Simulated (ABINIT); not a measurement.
# TlIO3 (R3m): making up for missing bands, part 2 of 2

Aim: few bands, with and without a completion of the sum over empty states, for TlIO3 (R3m).

ABINIT 10.8.3; PBEsol and many-body steps on it, plane waves. Known limits of the many-body steps: short of the basis limit; exchange with frozen shells missing; no spin-orbit coupling; coarse k mesh.

So far. Step 3 (Screening, 2×2×2 mesh, 87 bands, screening to 122.5 eV): Local fields lower ε∞ by 17 %. On a Γ-centred mesh this coarse the value itself is usually too large, while a short band sum pulls it down. Step 4 (87 bands): The gap on the mesh goes from 2.68 eV to 4.12 eV, a correction of +1.44 eV.

### Step 6. 27 bands

This step: G0W0 on PBEsol, plane waves, norm-conserving pseudopotentials.

run.abi

```
acell 3*1.0 Angstrom
rprim 
  3.150792580489 1.819110944506 2.655433585300
  -3.150792580489 1.819110944506 2.655433585300
  0.000000000000 -3.638221889012 2.655433585300
ntypat 3
znucl 81 53 8
natom 5
typat 1 2 3 3 3
xred 
  0.008750850000 0.008750850000 0.008750850000
  0.501867330000 0.501867330000 0.501867330000
  0.903287650000 0.461897090000 0.461897090000
  0.461897090000 0.903287650000 0.461897090000
  0.461897090000 0.461897090000 0.903287650000
pp_dirpath "pseudos"
pseudos "Tl.upf, I.upf, O.upf"
ecut 36
ngkpt 2 2 2
nshiftk 1
shiftk 0 0 0
kptopt 1
chksymbreak 0
istwfk *1
occopt 1
irdwfk 1
optdriver 4
nband 27
gwcalctyp 0
ecutsigx 36
symsigma 1
nkptgw 2
kptgw 
  0.5000000000 0.5000000000 0.5000000000
  0.0000000000 0.0000000000 0.0000000000
bdgw 
  18 21
  18 22
ecuteps 4.5
irdscr 1
ppmodel 1
indata_prefix "in"
outdata_prefix "out"
tmpdata_prefix "tmp"
```

Launch:

```bash
$ OMP_NUM_THREADS=1 mpirun -n 4 abinit run.abi > log
```

The log of the run:

```text
.Version 10.8.3 of ABINIT. v10.8.2 released Aug 2026.

 Symmetries : space group R3 m (#160); Bravais hR (rhombohedral)
[... echo of the input left out ...]
== DATASET  1 ==================================================================
-   mpi_nproc: 4, omp_nthreads: 1 (-1 if OMP is not activated)

--- !DatasetInfo
iteration_state: {dtset: 1, }
dimensions: {natom: 5, nkpt: 4, mband: 27, nsppol: 1, nspinor: 1, nspden: 1, mpw: 6360, }
cutoff_energies: {ecut:  36.0, pawecutdg:  -1.0, }
electrons: {nelect:   3.80000000E+01, charge:   0.00000000E+00, occopt:   1.00000000E+00, tsmear:   1.00000000E-02, }

 SIGMA: Calculation of the GW corrections

 Based on a program developped by R.W. Godby, V. Olevano, G. Onida, and L. Reining.
 Incorporated in ABINIT by V. Olevano, G.-M. Rignanese, and M. Torrent.
.Using double precision arithmetic ; gwpc =  8

[... cell and pseudopotentials left out ...]
--------------------------------------------------------------------------------

 ==== K-mesh for the wavefunctions ====
 Number of points in the irreducible wedge :     4
[... list of points left out ...]
 Together with  6 symmetry operations and time-reversal symmetry
 yields     8 points in the full Brillouin Zone.

 ==== Q-mesh for screening function ====
 Number of points in the irreducible wedge :     4
[... list of points left out ...]
 Together with  6 symmetry operations and time-reversal symmetry
 yields     8 points in the full Brillouin Zone.

 vcoul_init : cutoff-mode = AUXILIARY_FUNCTION
 q-points for optical limit:   1
     1)      0.000010    0.000020    0.000030
 setmesh: FFT mesh size selected  =    45x   45x   45
          total number of points  =        91125

 Number of electrons calculated from density =   38.0000; Expected =   38.0000
[...]
number of omega for Sigma on real axis              0
 max omega for Sigma on real axis  [eV]           0.00
 zcut for avoiding poles [eV]                     0.10

 EPSILON^-1 parameters (SCR file):
 dimension of the eps^-1 matrix on file            263
 dimension of the eps^-1 matrix used               263
 number of plane-waves for wavefunctions          6355
 number of bands                                    27
 number of q-points in IBZ                           4
 number of frequencies                               2
 number of real frequencies                          1
 number of imag frequencies                          1

 matrix elements of self-energy operator (all in [eV])

 Perturbative Calculation

--- !SelfEnergy_ee
iteration_state: {dtset: 1, }
kpoint     : [   0.500,    0.500,    0.500, ]
spin       : 1
KS_gap     :    2.682
QP_gap     :    4.649
Delta_QP_KS:    1.967
data: !SigmaeeData |
     Band     E0 <VxcDFT>   SigX SigC(E0)      Z dSigC/dE  Sig(E)    E-E0       E
       18   1.477 -19.451 -24.696   5.534   0.718  -0.393 -19.244   0.208   1.685
       19   1.972 -16.064 -19.486   3.657   0.773  -0.294 -15.882   0.182   2.154
       20   4.654 -13.322  -9.157  -1.501   0.807  -0.239 -11.173   2.149   6.803
[...]
--- !SelfEnergy_ee
iteration_state: {dtset: 1, }
kpoint     : [   0.000,    0.000,    0.000, ]
spin       : 1
KS_gap     :    7.453
QP_gap     :    9.243
Delta_QP_KS:    1.789
data: !SigmaeeData |
     Band     E0 <VxcDFT>   SigX SigC(E0)      Z dSigC/dE  Sig(E)    E-E0       E
[...]
21   8.707 -15.242 -10.298  -1.872   0.781  -0.281 -12.844   2.398  11.106
       22   8.707 -15.242 -10.298  -1.872   0.781  -0.281 -12.844   2.398  11.106

== END DATASET(S) ==============================================================
================================================================================

 -outvars: echo values of variables after computation  --------
           etotal      0.0000000000E+00
            nband          27
             nkpt           4
          spgroup         160
 [... the other variables as echoed above ...]

 Calculation completed.
```

It took 4.2 s on 4 MPI ranks of AMD EPYC 7R13 (Zen 3), shared host; peak memory 0.47 GiB; 16 s of CPU time.

Read from the output:

* G0W0 gap on the mesh: 4.649 eV
* starting gap on the mesh: 2.682 eV
* k of the valence top: 0.5, 0.5, 0.5
* k of the conduction bottom: 0.5, 0.5, 0.5
* Z at the valence top: 0.773
* Z at the conduction bottom: 0.807
* least direct G0W0 gap on the computed points: 4.649 eV

Against G0W0 in ABINIT (2×2×2 mesh, 87 bands, screening to 122.5 eV, Godby-Needs plasmon pole), the gap moves by +0.524 eV.

### Step 7. Screening, 2×2×2 mesh, 27 bands, screening to 122.5 eV

This step: RPA screening on PBEsol, plane waves, norm-conserving pseudopotentials.

Changes to run.abi since step 6:

```diff
@@ -26,17 +26,10 @@
 irdwfk 1
-optdriver 4
+optdriver 3
 nband 27
-gwcalctyp 0
-ecutsigx 36
-symsigma 1
-nkptgw 2
-kptgw 
-  0.5000000000 0.5000000000 0.5000000000
-  0.0000000000 0.0000000000 0.0000000000
-bdgw 
-  18 21
-  18 22
 ecuteps 4.5
-irdscr 1
-ppmodel 1
+inclvkb 2
+awtr 1
+symchi 1
+gwcomp 1
+gwencomp 2
 indata_prefix "in"
```

The log of the run:

```text
.Version 10.8.3 of ABINIT. v10.8.2 released Aug 2026.

 Symmetries : space group R3 m (#160); Bravais hR (rhombohedral)
[... echo of the input left out ...]
== DATASET  1 ==================================================================
-   mpi_nproc: 4, omp_nthreads: 1 (-1 if OMP is not activated)

--- !DatasetInfo
iteration_state: {dtset: 1, }
dimensions: {natom: 5, nkpt: 4, mband: 27, nsppol: 1, nspinor: 1, nspden: 1, mpw: 6360, }
cutoff_energies: {ecut:  36.0, pawecutdg:  -1.0, }
[...]
--------------------------------------------------------------------------------
[... chi0 elements left out ...]
 For q-point:  0.000010 0.000020 0.000030
  dielectric constant =   4.9090
  dielectric constant without local fields =   5.7333

  Average fulfillment of the sum rule on Im[epsilon] for q-point    1 :    170.20  [%]
[... wings left out ...]
  q-point number  2        q = ( 0.500000, 0.000000, 0.000000) [r.l.u.]
--------------------------------------------------------------------------------
[... chi0 elements left out ...]
  Average fulfillment of the sum rule on Im[epsilon] for q-point    2 :    194.25  [%]

 [... 2 further q-points ...]
```

The job ended after 7.3 s (4 MPI ranks; peak memory 0.71 GiB).

This step gave:

```yaml
eps_infinity_with_local_fields_on_this_mesh: 4.909
eps_infinity_without_local_fields_on_this_mesh: 5.733
plasma_frequency: 23.95 eV
plane_waves_in_the_screening_matrix: 263
```

### Step 8. 27 bands, completed

This step: G0W0 on PBEsol, plane waves, norm-conserving pseudopotentials.

Changes to run.abi since step 7:

```diff
@@ -26,8 +26,17 @@
 irdwfk 1
-optdriver 3
+optdriver 4
 nband 27
+gwcalctyp 0
+ecutsigx 36
+symsigma 1
+nkptgw 2
+kptgw 
+  0.5000000000 0.5000000000 0.5000000000
+  0.0000000000 0.0000000000 0.0000000000
+bdgw 
+  18 21
+  18 22
 ecuteps 4.5
-inclvkb 2
-awtr 1
-symchi 1
+irdscr 1
+ppmodel 1
 gwcomp 1
```

The log of the run:

```text
.Version 10.8.3 of ABINIT. v10.8.2 released Aug 2026.

 Symmetries : space group R3 m (#160); Bravais hR (rhombohedral)
[... echo of the input left out ...]
== DATASET  1 ==================================================================
-   mpi_nproc: 4, omp_nthreads: 1 (-1 if OMP is not activated)

--- !DatasetInfo
iteration_state: {dtset: 1, }
dimensions: {natom: 5, nkpt: 4, mband: 27, nsppol: 1, nspinor: 1, nspden: 1, mpw: 6360, }
cutoff_energies: {ecut:  36.0, pawecutdg:  -1.0, }
[...]
Band     E0 <VxcDFT>   SigX SigC(E0)      Z dSigC/dE  Sig(E)    E-E0       E
[...]
21   8.707 -15.242 -10.298  -2.906   0.803  -0.245 -13.605   1.636  10.344
       22   8.707 -15.242 -10.298  -2.906   0.803  -0.245 -13.605   1.636  10.344

== END DATASET(S) ==============================================================
================================================================================

 -outvars: echo values of variables after computation  --------
           etotal      0.0000000000E+00
            nband          27
             nkpt           4
          spgroup         160
 [... the other variables as echoed above ...]

 Calculation completed.
```

The job ended after 4.5 s (4 MPI ranks; peak memory 0.43 GiB; 17 s of CPU time).

Read from the output:

* G0W0 gap on the mesh: 4.455 eV
* starting gap on the mesh: 2.682 eV
* k of the valence top: 0.5, 0.5, 0.5
* k of the conduction bottom: 0.5, 0.5, 0.5
* least direct G0W0 gap on the computed points: 4.455 eV

Against G0W0 in ABINIT (2×2×2 mesh, 87 bands, screening to 122.5 eV, Godby-Needs plasmon pole), the gap moves by +0.330 eV.

### Step 9. Screening, 2×2×2 mesh, 43 bands, screening to 122.5 eV

This step: RPA screening on PBEsol, plane waves, norm-conserving pseudopotentials.

Changes to run.abi since step 8:

```diff
@@ -26,19 +26,8 @@
 irdwfk 1
-optdriver 4
-nband 27
-gwcalctyp 0
-ecutsigx 36
-symsigma 1
-nkptgw 2
-kptgw 
-  0.5000000000 0.5000000000 0.5000000000
-  0.0000000000 0.0000000000 0.0000000000
-bdgw 
-  18 21
-  18 22
+optdriver 3
+nband 43
 ecuteps 4.5
-irdscr 1
-ppmodel 1
-gwcomp 1
-gwencomp 2
+inclvkb 2
+awtr 1
+symchi 1
 indata_prefix "in"
```

The log of the run:

```text
.Version 10.8.3 of ABINIT. v10.8.2 released Aug 2026.

 Symmetries : space group R3 m (#160); Bravais hR (rhombohedral)
[... echo of the input left out ...]
== DATASET  1 ==================================================================
-   mpi_nproc: 4, omp_nthreads: 1 (-1 if OMP is not activated)

--- !DatasetInfo
iteration_state: {dtset: 1, }
dimensions: {natom: 5, nkpt: 4, mband: 43, nsppol: 1, nspinor: 1, nspden: 1, mpw: 6360, }
cutoff_energies: {ecut:  36.0, pawecutdg:  -1.0, }
[...]
--------------------------------------------------------------------------------
[... chi0 elements left out ...]
 For q-point:  0.000010 0.000020 0.000030
  dielectric constant =   5.0740
  dielectric constant without local fields =   6.0937

  Average fulfillment of the sum rule on Im[epsilon] for q-point    1 :     26.56  [%]
[... wings left out ...]
  q-point number  2        q = ( 0.500000, 0.000000, 0.000000) [r.l.u.]
--------------------------------------------------------------------------------
[... chi0 elements left out ...]
  Average fulfillment of the sum rule on Im[epsilon] for q-point    2 :     38.60  [%]

 [... 2 further q-points ...]
```

It took 5.7 s on 4 MPI ranks; peak memory 0.57 GiB; 22 s of CPU time.

This step gave:

```yaml
eps_infinity_with_local_fields_on_this_mesh: 5.074
eps_infinity_without_local_fields_on_this_mesh: 6.094
plasma_frequency: 23.95 eV
plane_waves_in_the_screening_matrix: 263
```

### Step 10. 43 bands

This step: G0W0 on PBEsol, plane waves, norm-conserving pseudopotentials.

Changes to run.abi since step 9:

```diff
@@ -26,8 +26,17 @@
 irdwfk 1
-optdriver 3
+optdriver 4
 nband 43
+gwcalctyp 0
+ecutsigx 36
+symsigma 1
+nkptgw 2
+kptgw 
+  0.5000000000 0.5000000000 0.5000000000
+  0.0000000000 0.0000000000 0.0000000000
+bdgw 
+  18 21
+  18 22
 ecuteps 4.5
-inclvkb 2
-awtr 1
-symchi 1
+irdscr 1
+ppmodel 1
 indata_prefix "in"
```

The log of the run:

```text
.Version 10.8.3 of ABINIT. v10.8.2 released Aug 2026.

 Symmetries : space group R3 m (#160); Bravais hR (rhombohedral)
[... echo of the input left out ...]
== DATASET  1 ==================================================================
-   mpi_nproc: 4, omp_nthreads: 1 (-1 if OMP is not activated)

--- !DatasetInfo
iteration_state: {dtset: 1, }
dimensions: {natom: 5, nkpt: 4, mband: 43, nsppol: 1, nspinor: 1, nspden: 1, mpw: 6360, }
cutoff_energies: {ecut:  36.0, pawecutdg:  -1.0, }
[...]
Band     E0 <VxcDFT>   SigX SigC(E0)      Z dSigC/dE  Sig(E)    E-E0       E
[...]
21   8.707 -15.242 -10.298  -2.457   0.788  -0.269 -13.281   1.960  10.668
       22   8.707 -15.242 -10.298  -2.457   0.788  -0.269 -13.281   1.960  10.668

== END DATASET(S) ==============================================================
================================================================================

 -outvars: echo values of variables after computation  --------
           etotal      0.0000000000E+00
            nband          43
             nkpt           4
          spgroup         160
 [... the other variables as echoed above ...]

 Calculation completed.
```

Run time: 4.8 s. Hardware: 4 MPI ranks; peak memory 0.47 GiB.

Read from the output:

```yaml
g0w0_gap_on_the_mesh: 4.284 eV
starting_gap_on_the_mesh: 2.682 eV
k_of_the_valence_top: 0.5, 0.5, 0.5
k_of_the_conduction_bottom: 0.5, 0.5, 0.5
least_direct_g0w0_gap_on_the_computed_points: 4.284 eV
```

Against G0W0 in ABINIT (2×2×2 mesh, 87 bands, screening to 122.5 eV, Godby-Needs plasmon pole), the gap moves by +0.159 eV.

### Step 11. Screening, 2×2×2 mesh, 43 bands, screening to 122.5 eV

This step: RPA screening on PBEsol, plane waves, norm-conserving pseudopotentials.

Changes to run.abi since step 10:

```diff
@@ -26,17 +26,10 @@
 irdwfk 1
-optdriver 4
+optdriver 3
 nband 43
-gwcalctyp 0
-ecutsigx 36
-symsigma 1
-nkptgw 2
-kptgw 
-  0.5000000000 0.5000000000 0.5000000000
-  0.0000000000 0.0000000000 0.0000000000
-bdgw 
-  18 21
-  18 22
 ecuteps 4.5
-irdscr 1
-ppmodel 1
+inclvkb 2
+awtr 1
+symchi 1
+gwcomp 1
+gwencomp 1.5
 indata_prefix "in"
```

The log of the run:

```text
.Version 10.8.3 of ABINIT. v10.8.2 released Aug 2026.

 Symmetries : space group R3 m (#160); Bravais hR (rhombohedral)
[... echo of the input left out ...]
== DATASET  1 ==================================================================
-   mpi_nproc: 4, omp_nthreads: 1 (-1 if OMP is not activated)

--- !DatasetInfo
iteration_state: {dtset: 1, }
dimensions: {natom: 5, nkpt: 4, mband: 43, nsppol: 1, nspinor: 1, nspden: 1, mpw: 6360, }
cutoff_energies: {ecut:  36.0, pawecutdg:  -1.0, }
[...]
--------------------------------------------------------------------------------
[... chi0 elements left out ...]
 For q-point:  0.000010 0.000020 0.000030
  dielectric constant =   5.1773
  dielectric constant without local fields =   6.0937

  Average fulfillment of the sum rule on Im[epsilon] for q-point    1 :    131.98  [%]
[... wings left out ...]
  q-point number  2        q = ( 0.500000, 0.000000, 0.000000) [r.l.u.]
--------------------------------------------------------------------------------
[... chi0 elements left out ...]
  Average fulfillment of the sum rule on Im[epsilon] for q-point    2 :    142.03  [%]

 [... 2 further q-points ...]
```

Elapsed: 9 s, on 4 MPI ranks; peak memory 0.73 GiB.

Numbers from this step:

```yaml
eps_infinity_with_local_fields_on_this_mesh: 5.177
eps_infinity_without_local_fields_on_this_mesh: 6.094
plasma_frequency: 23.95 eV
plane_waves_in_the_screening_matrix: 263
```

### Step 12. 43 bands, completed

This step: G0W0 on PBEsol, plane waves, norm-conserving pseudopotentials.

Changes to run.abi since step 11:

```diff
@@ -26,8 +26,17 @@
 irdwfk 1
-optdriver 3
+optdriver 4
 nband 43
+gwcalctyp 0
+ecutsigx 36
+symsigma 1
+nkptgw 2
+kptgw 
+  0.5000000000 0.5000000000 0.5000000000
+  0.0000000000 0.0000000000 0.0000000000
+bdgw 
+  18 21
+  18 22
 ecuteps 4.5
-inclvkb 2
-awtr 1
-symchi 1
+irdscr 1
+ppmodel 1
 gwcomp 1
```

The log of the run:

```text
.Version 10.8.3 of ABINIT. v10.8.2 released Aug 2026.

 Symmetries : space group R3 m (#160); Bravais hR (rhombohedral)
[... echo of the input left out ...]
== DATASET  1 ==================================================================
-   mpi_nproc: 4, omp_nthreads: 1 (-1 if OMP is not activated)

--- !DatasetInfo
iteration_state: {dtset: 1, }
dimensions: {natom: 5, nkpt: 4, mband: 43, nsppol: 1, nspinor: 1, nspden: 1, mpw: 6360, }
cutoff_energies: {ecut:  36.0, pawecutdg:  -1.0, }
[...]
Band     E0 <VxcDFT>   SigX SigC(E0)      Z dSigC/dE  Sig(E)    E-E0       E
[...]
21   8.707 -15.242 -10.298  -3.560   0.795  -0.258 -14.142   1.099   9.807
       22   8.707 -15.242 -10.298  -3.560   0.795  -0.258 -14.142   1.099   9.807

== END DATASET(S) ==============================================================
================================================================================

 -outvars: echo values of variables after computation  --------
           etotal      0.0000000000E+00
            nband          43
             nkpt           4
          spgroup         160
 [... the other variables as echoed above ...]

 Calculation completed.
```

Run time: 4.8 s. Hardware: 4 MPI ranks; peak memory 0.5 GiB; 18 s of CPU time.

Read from the output:

```
G0W0 gap on the mesh                         : 4.187 eV
starting gap on the mesh                     : 2.682 eV
k of the valence top                         : 0.5, 0.5, 0.5
k of the conduction bottom                   : 0.5, 0.5, 0.5
least direct G0W0 gap on the computed points : 4.187 eV
```

Against G0W0 in ABINIT (2×2×2 mesh, 87 bands, screening to 122.5 eV, Godby-Needs plasmon pole), the gap moves by +0.062 eV.

### Step 13. Side by side

Times are wall times on 4 MPI ranks of AMD EPYC 7R13 (Zen 3), shared host, good to a factor of about two. A run's time includes the screening step that it read.

| run | mesh | bands | screening cutoff (eV) | DFT gap (eV) | gap on the mesh (eV) | direct (eV) | ε∞ used | time |
| --- | --- | --- | --- | --- | --- | --- | --- | --- |
| 87 bands | 2×2×2 | 87 | 122.5 | 2.682 | 4.125 | 4.125 | 5.16 | 15 s |
| 27 bands | 2×2×2 | 27 | 122.5 | 2.682 | 4.649 | 4.649 | 4.78 | 8.2 s |
| 27 bands, completed | 2×2×2 | 27 | 122.5 | 2.682 | 4.455 | 4.455 | 4.91 | 12 s |
| 43 bands | 2×2×2 | 43 | 122.5 | 2.682 | 4.284 | 4.284 | 5.07 | 10 s |
| 43 bands, completed | 2×2×2 | 43 | 122.5 | 2.682 | 4.187 | 4.187 | 5.18 | 14 s |

### Step 14. Summary of results

| Item | Value |
| --- | --- |
| 87 bands | 4.125 eV |
| 27 bands | 4.649 eV |
| 27 bands, completed | 4.455 eV |
| 43 bands | 4.284 eV |
| 43 bands, completed | 4.187 eV |

In words: 27 bands: +0.524 eV against 87 bands. 27 bands, completed: +0.330 eV against 87 bands. 43 bands: +0.159 eV against 87 bands. 43 bands, completed: +0.062 eV against 87 bands. The row with most bands is itself short of the limit, so it is no exact reference, and agreement of a truncated run with it can be a cancellation between the edges. The 2×2×2 mesh is coarse for this cell, which bears on the long-range parts of exchange and screening. Where an edge is built on 6p states of lead, bismuth or thallium, scalar-relativistic gaps usually stand too wide, by a few tenths to over one eV. The norm-conserving file of at least one element keeps a d shell over frozen s and p shells of the same row. Exchange with those shells is missing from the self-energy, an error of 0.3 to 0.9 eV in cases checked, whose sign depends on which edge lies on those atoms. The many-body steps are scalar-relativistic: spin-orbit coupling is not in them.

[Long decimals in the printed logs are rounded to 6 places.]

[Logs are printed without paths, hosts, clocks, repeated set-up lines and the standing remarks that a program may print on its own settings, such as how far it seeks lower states.]

[Paths, hosts, dates, memory and timing lines, banners, echoed tables and standing remarks are left out of the program output; an Ansatz launch command may be rebuilt from the run's recorded settings. Measured values are a selection of at most five: reports struck by readers or far from the other reports are left out. None is set beside runs whose start may be inverted or whose files or cutoffs have a known fault.]

[Runs of the session that timed out or met a known fault of the program may be left out.]

[Hosts, paths, dates, database ids (printed as entryN), source tags and the programs' standing remarks are cut or masked in the printed files.]

[G0W0 gaps are taken among the corrected bands and points alone; a level outside them can change the order at an edge.]

[Where Ansatz stands beside ABINIT at settings called matched, ABINIT's density can come from a denser mesh and the files from another edition; pairs whose starting gaps differed by over 0.03 eV were left out, so agreement reads better than it is.]
